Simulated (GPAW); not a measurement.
# NiO: which magnetic order is lowest, part 2 of 2

Aim: find out whether NiO carries moments, and which collinear order costs least.

GPAW 26.7.0; PBE with U = 6 eV on Ni d; plane waves with GPAW's PAW setups, scalar-relativistic.

So far, largest spin moment in the augmentation sphere (μB): step 2 (order 1, typed as ferro +) 1.81; step 3 (start 2: antiferro q=(0,1/2,1/2) +-) 1.82.

## (4) Order 3, typed as antiferro q=(0,0,1/2) +-

Another pattern of signs weighs the neighbour shells otherwise.

The cell is doubled to 4 atoms to hold this order. Its mesh is chosen so that both cells sample the same points.

order3.py

```python
import json
import numpy as np
from ase import Atoms
from ase.parallel import paropen, parprint
from gpaw import GPAW

atoms = Atoms(['Ni', 'Ni', 'O', 'O'],
    cell=[[0.0, 2.08590164, 2.08590164],
         [2.08590164, 0.0, 2.08590164],
         [4.17180328, 4.17180328, 0.0]],
    scaled_positions=[[0.0, 0.0, 0.0],
         [0.0, 0.0, 0.5],
         [0.5, 0.5, 0.25],
         [0.5, 0.5, 0.75]],
    pbc=True,
    magmoms=[2.0, -2.0, 0.0, 0.0])
atoms.calc = GPAW(mode={'name': 'pw', 'ecut': 700},
    xc='PBE',
    kpts={'size': (10, 10, 5), 'gamma': True},
    occupations={'name': 'fermi-dirac', 'width': 0.05},
    convergence={'density': 1e-05, 'energy': 1e-05},
    maxiter=200,
    setups={'Ni': ':d,6.0'},
    symmetry={'tolerance': 1e-4},
    txt='order3.txt')
e = atoms.get_potential_energy(force_consistent=True)
res = {'free_energy': e, 'energy_sigma0': atoms.get_potential_energy(), 'fermi_energy': atoms.calc.get_fermi_level()}
res['moments'] = atoms.get_magnetic_moments().tolist()
res['total'] = atoms.get_magnetic_moment()
parprint('site moments (muB):', np.round(res['moments'], 3))
parprint(f"total moment: {res['total']:.3f} muB")
parprint(f'free energy: {e:.6f} eV')
atoms.calc.write('order3.gpw')
with paropen('results.json', 'w') as f:
    json.dump(res, f)
```

Launch:

```sh
$ OMP_NUM_THREADS=1 mpirun -n 4 gpaw python order3.py > order3.log
```

Log:

```text
site moments (muB): [ 1.745 -1.745 -0.    -0.   ]
total moment: -0.000 muB
free energy: -25.525944 eV

--- order3.txt ---
Input parameters:
  mode=PW(ecut=700),
  convergence={'density': 1e-05, 'energy': 1e-05},
  kpts=MonkhorstPack(size=(10, 10, 5), gamma=True),
  maxiter=200,
  occupations=Occupations(name='fermi-dirac', width=0.05),
  setups={'Ni': ':d,6.0'},
  symmetry=Symmetry(tolerance=0.0001),
[...]
|         27 |        22.123 |     0.000 |        22.123 |     0.000 |
|         28 |        22.123 |     0.000 |        22.123 |     0.000 |
|         29 |        26.153 |     0.000 |        26.153 |     0.000 |
|         30 |        26.153 |     0.000 |        26.153 |     0.000 |

Gap: 3.237 eV
Transition (v -> c):
  (s=1, k=2, n=21, [0.00, 0.00, 0.40]) -> (s=0, k=0, n=22, [0.00, 0.00, 0.00])
Direct/indirect transitions are different
Direct gap: 3.900 eV
Transition at: (s=0, k=0, n=21, [0.00, 0.00, 0.00])

[key lines of the parts left out:]
Free energy:     -25.525944
Converged in 12 steps
dipole moment: (-16.777758, -16.777758, -16.777760)  # |e|*Ang
Fermi level: 7.833
```

The job ended after 48 s (4 MPI ranks of Intel Xeon 6975P-C (Granite Rapids), shared host; peak memory 1 GiB).

Spin moment in the augmentation sphere by atom:

```csv
atom,spin moment in the augmentation sphere (μB)
Ni1,1.75
Ni2,-1.75
O3,0.00
O4,0.00
```

This step gave:

- magnetization: 0 μB
- final state: antiferromagnetic

It lies 80.2 meV a seeded atom under the first start, and its largest moment is 1.75 μB against 1.81 μB.

## (5) Run 4 (no spin polarisation)

A run without seeds gives the energy of the state without moments.

nospin.py

```python
import json
import numpy as np
from ase import Atoms
from ase.parallel import paropen, parprint
from gpaw import GPAW

atoms = Atoms(['Ni', 'O'],
    cell=[[0.0, 2.08590164, 2.08590164],
         [2.08590164, 0.0, 2.08590164],
         [2.08590164, 2.08590164, 0.0]],
    scaled_positions=[[0.0, 0.0, 0.0],
         [0.5, 0.5, 0.5]],
    pbc=True)
atoms.calc = GPAW(mode={'name': 'pw', 'ecut': 700},
    xc='PBE',
    kpts={'size': (10, 10, 10), 'gamma': True},
    occupations={'name': 'fermi-dirac', 'width': 0.05},
    convergence={'density': 1e-05, 'energy': 1e-05},
    maxiter=200,
    setups={'Ni': ':d,6.0'},
    symmetry={'tolerance': 1e-4},
    txt='nospin.txt')
e = atoms.get_potential_energy(force_consistent=True)
res = {'free_energy': e, 'energy_sigma0': atoms.get_potential_energy(), 'fermi_energy': atoms.calc.get_fermi_level()}
parprint(f'free energy: {e:.6f} eV')
atoms.calc.write('nospin.gpw')
with paropen('results.json', 'w') as f:
    json.dump(res, f)
```

Launch:

```sh
$ OMP_NUM_THREADS=1 mpirun -n 4 gpaw python nospin.py > nospin.log
```

Log:

```text
free energy: -10.282262 eV

--- nospin.txt ---
Input parameters:
  mode=PW(ecut=700),
  convergence={'density': 1e-05, 'energy': 1e-05},
  kpts=MonkhorstPack(size=(10, 10, 10), gamma=True),
  maxiter=200,
  occupations=Occupations(name='fermi-dirac', width=0.05),
  setups={'Ni': ':d,6.0'},
  symmetry=Symmetry(tolerance=0.0001),
  xc=XC(name='PBE')

Diagonalizing LCAO Hamiltonian
Converting LCAO to pw mode

[...]
|          0 |       -54.495 |     2.000 |
|        ... |               |           |
|          4 |         4.031 |     2.000 |
|          5 |         4.031 |     2.000 |
|          6 |         4.031 |     2.000 |
|          7 |         4.746 |     2.000 |
[...]
|         12 |         9.644 |     0.000 |
|         13 |        26.330 |     0.000 |
|         14 |        26.330 |     0.000 |
|         15 |        26.330 |     0.000 |

No gap
No difference between direct/indirect transitions

[key lines of the parts left out:]
Free energy:     -10.282262
Converged in 11 steps
dipole moment: (-8.224683, -8.224683, -8.224683)  # |e|*Ang
Fermi level: 7.881
```

It took 6 s on 4 MPI ranks; peak memory 0.66 GiB; 23 s of CPU time.

Read from the output:

```yaml
final_state: non-magnetic (no spin polarisation)
```

It lies 2401 meV a seeded atom over the first start.

## (6) Energies of the orders

These are free energies at a smearing of 0.05 eV, so its entropy term is in the differences. They are divided by the number of seeded atoms, so that cells of unlike size compare. Wavevectors q in the names are fractions of the reciprocal vectors of the first run's cell.

Orders:

```csv
start,final state,typed order kept,energy over the lowest (meV a seeded atom),largest site moment (μB),net moment (μB a primitive cell),mesh matched,CPU time (s)
ferro +,ferromagnetic,yes,80.19,1.808,2,yes,35.77
"antiferro q=(0,1/2,1/2) +-",antiferromagnetic,yes,87.33,1.818,0,yes,426.7
"antiferro q=(0,0,1/2) +-",antiferromagnetic,yes,0,1.745,0,yes,191
no spin polarisation,non-magnetic,-,2481,0,0,yes,22.66
```

## (7) Outcome

```
lowest state found                      : antiferromagnetic (typed antiferro q=(0,0,1/2) +-)
largest site moment                     : 1.75 μB
next state                              : ferromagnetic, 80.2 meV a seeded atom higher
run without spin seeds, over the lowest : 2481 meV a seeded atom
```

What this shows: The lowest state found is antiferromagnetic, reached from the start antiferro q=(0,0,1/2) +-, with moments up to 1.75 μB. The next state costs 80 meV a seeded atom. Under a U a spinless open shell is left with part-filled orbitals, which the U penalises, so its energy is no clean measure of what the moments gain. This is the lowest of 4 finished starts, no proof of the ground state.

[Logs and program files are shortened in this print: banners, set-up blocks, solver, clock and traceback lines can be left out without a mark of their own.]

[Logs are printed without paths, hosts, clocks, repeated set-up lines and the standing remarks that a program may print on its own settings, such as how far it seeks lower states.]

[Hosts, paths, dates, database ids (printed as entryN), source tags and the programs' standing remarks are cut or masked in the printed files.]

[Where a cell is said to come from a database of computed structures, the database is the Materials Project.]
